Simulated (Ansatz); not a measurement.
# Lattice dynamics of BaLiCl3 (built on the sites of a database entry of BaLiF3), part 2 of 2

Wanted: vibrations and spectra of BaLiCl3 (built on the sites of a database entry of BaLiF3); the cell is already relaxed. After the zone centre comes a 2×2×2 q mesh on a 4×4×4 k mesh.

Ansatz 0.2.0; DFT PBEsol, scalar-relativistic, plane waves, PAW.

So far. Step 2 (Modes at Γ): Before it was imposed, the acoustic sum rule was missed by 2.1e-4 eV/Å² and the charge sum rule by 3.6e-4 e. Small misses are needed for a sound result but don't prove that mesh and cutoff are converged. The lowest optical mode is real, 38.6 cm⁻¹.

The structure was built from a prototype and need not be the compound's stable phase.

## Step 3: Phonons on a q mesh

Stability and thermal properties need the whole zone. Linear response on a 2×2×2 q mesh gives force constants as far as a supercell of that size would, and the tensors from the zone-centre run are typed in so that the long-range dipole term is interpolated apart.

Input file input.yaml:

```yaml
crystal:
  lattice:
    - [4.7920317519, 0.0, 0.0]
    - [0.0, 4.7920317519, 0.0]
    - [0.0, 0.0, 4.7920317519]
  atoms:
    - { symbol: Ba, position: [0.0, 0.0, 0.0] }
    - { symbol: Li, position: [0.5, 0.5, 0.5] }
    - { symbol: Cl, position: [0.0, 0.5, 0.5] }
    - { symbol: Cl, position: [0.5, 0.5, 0.0] }
    - { symbol: Cl, position: [0.5, 0.0, 0.5] }
kpoints:
  mp_grid: { grid: [4, 4, 4] }
hamiltonian:
  xc: pbesol
scf:
  occupations: { method: fixed }
output:
  eigenvalues: true
phonons:
  method: dfpt
  qmesh: [2, 2, 2]
  temperatures: { t_max: 1000, t_step: 50 }
  qpath:
    path:
      - [[0.0, 0.0, 0.0], [0.0, 0.5, 0.0], [0.5, 0.5, 0.0], [0.0, 0.0, 0.0], [0.5, 0.5, 0.5], [0.0, 0.5, 0.0]]
      - [[0.5, 0.5, 0.5], [0.5, 0.5, 0.0]]
    npoints: 10
  non_analytic_term:
    high_frequency_dielectric_tensor: [[3.5537, 0.0, 0.0], [0.0, 3.5537, 0.0], [0.0, 0.0, 3.5537]]
    born_effective_charges:
      - { species: Ba, tensor: [[2.9146, 0.0, 0.0], [0.0, 2.9146, 0.0], [0.0, 0.0, 2.9146]] }
      - { species: Li, tensor: [[1.1162, 0.0, 0.0], [0.0, 1.1162, 0.0], [0.0, 0.0, 1.1162]] }
      - { species: Cl, tensor: [[-1.2287, 0.0, 0.0], [0.0, -1.401, 0.0], [0.0, 0.0, -1.401]] }
      - { species: Cl, tensor: [[-1.401, 0.0, 0.0], [0.0, -1.401, 0.0], [0.0, 0.0, -1.2287]] }
      - { species: Cl, tensor: [[-1.401, 0.0, 0.0], [0.0, -1.2287, 0.0], [0.0, 0.0, -1.401]] }
    source: "zone-centre run at this cell"
```

Run with:

```console
$ ansatz run input.yaml --threads 4 --pin off --max-ram 7168MiB --backend cpu --events-out ev --progress --plain --runs-dir out
```

Numbers of over 12 decimals in the logs are rounded to 6 here.

Log:

```text
[...]
Crystal: 5 atoms, lattice volume = 110.042 Å³
Basis set: ecut = 420 eV, 2109 PW (Γ), exchange–correlation on 72×72×72 points (8 copies of the dense FFT grid, shifted against one another)
Bands: 22, of which v1, the nominal top of the filled ones, is band 17 counted from 1 (16 counted from 0)
Symmetry: 48 space group operations
k-points: 10 of 64
[...]
SCF iter   1: F=—  HF=-9259.192795 eV  |F-HF|=—  |Δ(HF+E_count)|=         —  Δρ=4.02e-3  dr2=2.48e-2  ethr=1.77e-3  ⟨swp⟩=5.5  Hψ=1004  notcnv=0  defer=24
[...]
SCF iter  10: F=-9259.183675 eV  HF=-9259.183675 eV  |F-HF|=0.00e0  |Δ(HF+E_count)|=  3.64e-12  Δρ=6.95e-9  dr2=5.59e-14  ethr=1.00e-12  ⟨swp⟩=12.8  Hψ=1665  notcnv=0
SCF 1 converged in 10 iterations: F = -9259.183675 eV  dr2 = 5.59e-14
[...]
NSCF: frozen V_eff on 10 k-points
[...]
DFPT response loops at q = (0, 0, 0) (fractional): preconditioner auto → none (the input reference at scf.mixing.eps_inf says where Resta's filter doesn't serve); β = 0.50; Broyden in place of MSR1
[...]
SCF converged after 10 iterations
Free energy (F): -9259.183675 eV
[...]
Internal energy: -9259.183675 eV  (E = F + TS)
E sigma→0 (E₀):  -9259.183675 eV
Fermi energy:    4.670161 eV
[...]
--- Band table (eV; the first three rows and the last of 10) ---
  k-point 0: bands = [... 13 lower, 3.6953, 4.6161, 4.6161, 4.6161, 8.8193, 8.8193, 9.8180, 10.0821, ... 1 higher]
  k-point 1: bands = [... 13 lower, 3.5174, 4.0134, 4.4006, 4.4006, 9.4799, 9.6583, 10.2668, 10.8277, ... 1 higher]
  k-point 2: bands = [... 13 lower, 3.3970, 3.3970, 4.1657, 4.1657, 10.5022, 10.5043, 10.6459, 11.9833, ... 1 higher]
  k-point 9: bands = [... 13 lower, 4.5570, 4.6702, 4.6702, 4.6702, 10.1520, 10.1520, 10.1520, 11.1508, ... 1 higher]
--- Phonons (Γ-DFPT): 4 representative perturbations + reference (Σ response iterations 12) ---
  ASR residual: 2.163e-4 → 0.000e0 eV/Å²; symmetrization residual: 1.279e-6 eV/Å²
  ASR residual per site (eV/Å²): 2.22e-6 2.16e-4 6.53e-5 6.53e-5 6.53e-5
[...]
--- Phonons (arbitrary-q DFPT): 4 irreducible q on the 2×2×2 mesh ---
  q = [0.0000, 0.0000, 0.0000] (star 1, of the zone-centre solve; hermiticity 4.61e-7, symmetrization 1.05e-12): -0.00 -0.00 -0.00 38.65 38.65 38.65 91.04 91.04 91.04 183.35 183.35 183.35 339.68 339.68 339.68
  q = [0.0000, 0.0000, -0.5000] (star 3, 9 solved perturbations in 216 linear systems a pass and spin channel, the states on 27 of 64 k-point pairs; hermiticity 4.24e-7, symmetrization 3.78e-13): 29.56 29.56 71.69 71.69 96.50 108.81 109.62 109.62 154.85 176.92 176.92 225.70 340.16 340.16 362.78
[...]
sum rule: each row above includes the acoustic sum rule's correction from the zone centre's row sums; it moved no ω² by more than (2.91 cm⁻¹)²
  mesh force constants: q→R imaginary residual 6.22e-18; ASR residual 2.163e-4 → 0.000e0 eV/Å²; symmetrization residual 5.329e-15 eV/Å²
  interpolated dispersion: 63 rows × 15 modes
  density of states and harmonic sums: on the 14×14×14 q-mesh, interpolated from the force constants of a 2×2×2 supercell (with the dipole–dipole term of supplied tensors)
  largest difference from the sums on the solved wave vectors: F 1.18e-1 eV, S 1.55e-4 and C_V 4.17e-5 eV/K
  zero-point energy: 0.147061 eV/cell   skipped modes (ω ≤ 0): 93, of them read as no rigid motion or as one in doubt: 90 (6.888e-1 modes/cell left out, lowest -81.95 cm⁻¹)   left out of the sums: 4.60e-2 of the cell's modes: C_V's classical limit lies that fraction below 3 k_B per atom; for a crystal, a wire or a layer, F and S can be off by more, and a phonons.interpolated_qmesh denser along its periods is the remedy for the sampling
```

The job ended after 42 s (4 threads of Arm Neoverse V2, shared host; peak memory 0.61 GiB; 2.7 min of CPU time).

This step gave:

```
sum-rule residual before enforcement                    : 2.16e-4 eV/Å²
lowest frequency on the path                            : -81.95 cm⁻¹
highest frequency on the path or at a solved wavevector : 381.3 cm⁻¹
lowest mode on the q mesh (acoustic modes at Γ apart)   : -81.95 cm⁻¹
```

Frequencies (cm⁻¹) solved at each irreducible wavevector; negative means imaginary. Frequencies by wavevector, by row:

| q in reciprocal lattice units | star | mode 1 | mode 2 | mode 3 | mode 4 | mode 13 | mode 14 | mode 15 |
| --- | --- | --- | --- | --- | --- | --- | --- | --- |
| 0 0 0 | 1 | 0 | 0 | 0 | 38.6 | 339.7 | 339.7 | 339.7 |
| 0 0 -0.5 | 3 | 29.6 | 29.6 | 71.7 | 71.7 | 340.2 | 340.2 | 362.8 |
| 0 -0.5 -0.5 | 3 | -73.1 | 31.6 | 53.5 | 53.5 | 340.8 | 363.1 | 363.1 |
| -0.5 -0.5 -0.5 | 1 | -82 | -82 | -82 | 43.2 | 368.4 | 368.4 | 368.4 |

Interpolated from a 2×2×2 q mesh, with the LO-TO term (at Γ the limit along the path; where Γ stands inside the path, tables give the limit on arrival). The phonon branches at the labelled points (cm⁻¹):

| point | branch 1 | branch 2 | branch 3 | branch 4 | branch 12 | branch 13 | branch 14 | branch 15 |
| --- | --- | --- | --- | --- | --- | --- | --- | --- |
| Γ | 0 | 0 | 0 | 39 | 203 | 340 | 340 | 381 |
| halfway | 26 | 26 | 57 | 57 | 208 | 340 | 340 | 373 |
| X | 30 | 30 | 72 | 72 | 226 | 340 | 340 | 363 |
| halfway | 12 | 31 | 45 | 71 | 230 | 340 | 353 | 362 |
| M | -73 | 32 | 54 | 54 | 247 | 341 | 363 | 363 |
| halfway | 29 | 44 | 50 | 60 | 217 | 340 | 343 | 371 |
| Γ | 0 | 0 | 0 | 39 | 203 | 340 | 340 | 381 |
| halfway | 42 | 42 | 46 | 46 | 225 | 346 | 346 | 370 |
| R | -82 | -82 | -82 | 43 | 266 | 368 | 368 | 368 |
| halfway | -21 | -9 | 41 | 46 | 238 | 348 | 358 | 364 |
| X | 30 | 30 | 72 | 72 | 226 | 340 | 340 | 363 |
| jump to R | -82 | -82 | -82 | 43 | 266 | 368 | 368 | 368 |
| halfway | -78 | -23 | -23 | 38 | 253 | 355 | 366 | 366 |
| M | -73 | 32 | 54 | 54 | 247 | 341 | 363 | 363 |

Tetrahedra on a 14×14×14 mesh, mean over bins of 5 cm-1. Interpolated from a 2×2×2 q mesh. Table of phonon density of states by wavenumber; read off at these points:

| wavenumber (cm⁻¹) | phonon density of states (1/cm⁻¹/cell) |
| --- | --- |
| -82 | 3.8e-4 |
| -68 | 0.0130 |
| -52 | 0.0105 |
| -32 | 0.00726 |
| -18 | 0.00522 |
| -2 | 0.0056 |
| 12 | 0.00676 |
| 28 | 0.0428 |
| 32 | 0.126 |
| 48 | 0.0958 |
| 62 | 0.0741 |
| 78 | 0.0472 |
| 92 | 0.0449 |
| 108 | 0.0443 |
| 128 | 0.0415 |
| 142 | 0.0322 |
| 158 | 0.0377 |
| 172 | 0.0736 |
| 178 | 0.157 |
| 192 | 5.0e-5 |
| 208 | 0.0132 |
| 222 | 0.0310 |
| 238 | 0.0199 |
| 252 | 0.00727 |
| 272 | 0 |
| 288 | 0 |
| 302 | 0 |
| 318 | 0 |
| 332 | 0 |
| 342 | 0.168 |
| 352 | 0.0471 |
| 368 | 0.103 |
| 382 | 5.3e-4 |

The partial phonon density of states has structure finer than the step of the table below, so its rows give means over 20 cm⁻¹, whole bins alone (the curve runs from -89.1 to 402 cm⁻¹). Peaks (cm⁻¹: height): Ba 34.4: 0.0875; Cl -64.4: 0.0167, 56.0: 0.0469, 89.9: 0.048, 179.4: 0.127, 225.7: 0.0262, 339.9: 0.0198; Li 179.4: 0.0120, 343.0: 0.0968, 364.6: 0.0942.

Phonopy on the run's constants, 11x11x11 mesh, Gaussian sigma 3.5 cm-1. Interpolated from a 2×2×2 q mesh. Table of partial phonon density of states by wavenumber; means over each step; values in 1/cm⁻¹/cell:

| wavenumber (cm⁻¹) | Ba | Cl | Li |
| --- | --- | --- | --- |
| -60 | 3.5e-5 | 0.0130 | 0 |
| -40 | 2.3e-4 | 0.00759 | 0 |
| -20 | 3.8e-4 | 0.0106 | 6.2e-6 |
| 0 | 2.1e-4 | 0.00283 | 4.1e-6 |
| 20 | 0.0166 | 0.00143 | 5.9e-5 |
| 40 | 0.0739 | 0.0153 | 2.5e-4 |
| 60 | 0.0390 | 0.0434 | 7.1e-4 |
| 80 | 0.0116 | 0.0356 | 5.4e-4 |
| 100 | 0.00330 | 0.0379 | 3.7e-4 |
| 120 | 0.00152 | 0.0370 | 6.2e-4 |
| 140 | 0.00127 | 0.0319 | 9.5e-4 |
| 160 | 7.8e-4 | 0.0400 | 0.00164 |
| 180 | 5.5e-4 | 0.0979 | 0.00864 |
| 200 | 1.4e-4 | 0.0113 | 7.9e-4 |
| 220 | 9.0e-5 | 0.0210 | 0.00148 |
| 240 | 6.9e-6 | 0.0173 | 0.00118 |
| 260 | 0 | 0.00409 | 1.9e-4 |
| 280 | 0 | 3.5e-5 | 5.0e-7 |
| 300 | 0 | 0 | 0 |
| 320 | 0 | 2.6e-5 | 1.1e-4 |
| 340 | 5.0e-5 | 0.0109 | 0.0552 |
| 360 | 2.9e-4 | 0.00413 | 0.0638 |
| 380 | 1.2e-4 | 0.00195 | 0.0134 |

Symmetry leaves 4 wavevectors to solve. The lowest mode among them, the acoustic zeros apart, lies at q = (-0.5, -0.5, -0.5) and is imaginary, 82.0i cm⁻¹, so the energy falls along it.

## Step 4: Isotope substitution, element Ba, natural mass 137.327 amu

An isotope changes the mass and not the force constants, so no new electronic calculation is needed; the shifts show which modes move this element.

The same force constants with the mass of Ba changed from 137.327 to 133.905 u (phonopy, no LO-TO term). Both lists are sorted by frequency; levels can cross, so a row need not hold one and the same mode. Modes under 3 cm⁻¹ are left out. Isotope shifts, by row, the first 40 of 57 rows:

| q | rank | natural mass (cm⁻¹) | changed mass (cm⁻¹) |
| --- | --- | --- | --- |
| 0 0 0 | 4 | 38.65 | 38.87 |
| 0 0 0 | 5 | 38.65 | 38.87 |
| 0 0 0 | 6 | 38.65 | 38.87 |
| 0 0 0 | 7 | 91.04 | 91.04 |
| 0 0 0 | 8 | 91.04 | 91.04 |
| 0 0 0 | 9 | 91.04 | 91.04 |
| 0 0 0 | 10 | 183.3 | 183.3 |
| 0 0 0 | 11 | 183.3 | 183.3 |
| 0 0 0 | 12 | 183.3 | 183.3 |
| 0 0 0 | 13 | 339.7 | 339.7 |
| 0 0 0 | 14 | 339.7 | 339.7 |
| 0 0 0 | 15 | 339.7 | 339.7 |
| 0 0 -0.5 | 1 | 29.56 | 29.93 |
| 0 0 -0.5 | 2 | 29.56 | 29.93 |
| 0 0 -0.5 | 3 | 71.69 | 71.69 |
| 0 0 -0.5 | 4 | 71.69 | 71.69 |
| 0 0 -0.5 | 5 | 96.5 | 97.7 |
| 0 0 -0.5 | 6 | 108.8 | 108.8 |
| 0 0 -0.5 | 7 | 109.6 | 109.6 |
| 0 0 -0.5 | 8 | 109.6 | 109.6 |
| 0 0 -0.5 | 9 | 154.8 | 154.8 |
| 0 0 -0.5 | 10 | 176.9 | 176.9 |
| 0 0 -0.5 | 11 | 176.9 | 176.9 |
| 0 0 -0.5 | 12 | 225.7 | 225.8 |
| 0 0 -0.5 | 13 | 340.2 | 340.2 |
| 0 0 -0.5 | 14 | 340.2 | 340.2 |
| 0 0 -0.5 | 15 | 362.8 | 362.8 |
| 0 -0.5 -0.5 | 1 | -73.12 | -73.12 |
| 0 -0.5 -0.5 | 2 | 31.63 | 32.03 |
| 0 -0.5 -0.5 | 3 | 53.55 | 54.17 |
| 0 -0.5 -0.5 | 4 | 53.55 | 54.17 |
| 0 -0.5 -0.5 | 5 | 116.1 | 116.1 |
| 0 -0.5 -0.5 | 6 | 116.1 | 116.1 |
| 0 -0.5 -0.5 | 7 | 119.5 | 119.6 |
| 0 -0.5 -0.5 | 8 | 119.5 | 119.6 |
| 0 -0.5 -0.5 | 9 | 164.7 | 164.7 |
| 0 -0.5 -0.5 | 10 | 177.7 | 177.7 |
| 0 -0.5 -0.5 | 11 | 182.9 | 182.9 |
| 0 -0.5 -0.5 | 12 | 247.2 | 247.2 |
| 0 -0.5 -0.5 | 13 | 340.8 | 340.8 |

A mode of this element alone would shift by +1.27 %. The highest zone-centre frequency without the field goes from 339.7 to 339.7 cm⁻¹ (+0.0 %). The product of the frequency ratios over all optical modes at Γ is 1.017; the product rule, (m/m′)^(3k/2) (M′/M)^(3/2) with k = 1 such atoms and M the mass of the cell, gives 1.017.

## Step 5: Another isotope, element Cl, natural mass 35.45 amu

The same for Cl, from 35.45 to 36.97 u.

A mode of this element alone would shift by -2.07 %. The highest zone-centre frequency without the field goes from 339.7 to 338.1 cm⁻¹ (-0.5 %). The product of the frequency ratios over all optical modes at Γ is 0.851; the product rule, (m/m′)^(3k/2) (M′/M)^(3/2) with k = 3 such atoms and M the mass of the cell, gives 0.851.

## Step 6: Isotope substitution, element Li, natural mass 6.94 amu

The same for Li, from 6.94 to 6.02 u.

A mode of this element alone would shift by +7.41 %. The highest zone-centre frequency without the field goes from 339.7 to 359.3 cm⁻¹ (+5.8 %). The product of the frequency ratios over all optical modes at Γ is 1.233; the product rule, (m/m′)^(3k/2) (M′/M)^(3/2) with k = 1 such atoms and M the mass of the cell, gives 1.232.

## Step 7: Outcome

```json
{
 "space group (within 0.01 Å)": "Pm-3m",
 "volume per atom": "22.0 Å³",
 "gap on the k-mesh": "4.15 eV",
 "highest optical mode at the zone centre (no LO-TO term)": "340 cm⁻¹",
 "top of the zone-centre spectrum with the field": "381 cm⁻¹",
 "lowest optical zone-centre mode": "38.6 cm⁻¹",
 "mean high-frequency dielectric constant": "3.55",
 "mean static dielectric constant": "50.0",
 "largest Born charge (third of the trace)": "2.91 e",
 "lowest mode on the q mesh (acoustic modes at Γ apart)": "-82.0 cm⁻¹",
 "highest frequency on the path or at a solved wavevector": "381 cm⁻¹",
 "imaginary modes on the 2×2×2 q mesh": "yes"
}
```

What this shows: Modes are clearly imaginary (beyond 10i cm⁻¹) at 2 of the 4 irreducible wavevectors, most at q = (-0.5, -0.5, -0.5) (82.0i cm⁻¹), so this structure is not a minimum of the energy. Without the field, the optical modes at Γ span 39 to 340 cm⁻¹. The highest mode in this list at Γ, 339.7 cm⁻¹, is mostly motion of Li (77 % of the kinetic energy). With the macroscopic field of the longitudinal modes the top of the zone-centre spectrum lies at 381 cm⁻¹, against 340 cm⁻¹ without it. Lattice motion raises the mean dielectric constant from 3.554 to 50.04. The strongest infrared line is at 340 cm⁻¹. No mode is Raman active to first order. Spin-orbit coupling is left out, which can matter for the heavy elements here. The starting cell was built on a prototype and not taken from a measurement, so the phase need not exist. These are harmonic frequencies at zero temperature: anharmonic shifts, linewidths and thermal expansion are left out.

[Logs are printed without paths, hosts, clocks, repeated set-up lines and the standing remarks that a program may print on its own settings, such as how far it seeks lower states.]

[Hosts, paths, dates, database ids (printed as entryN), source tags and the programs' standing remarks are cut or masked in the printed files.]
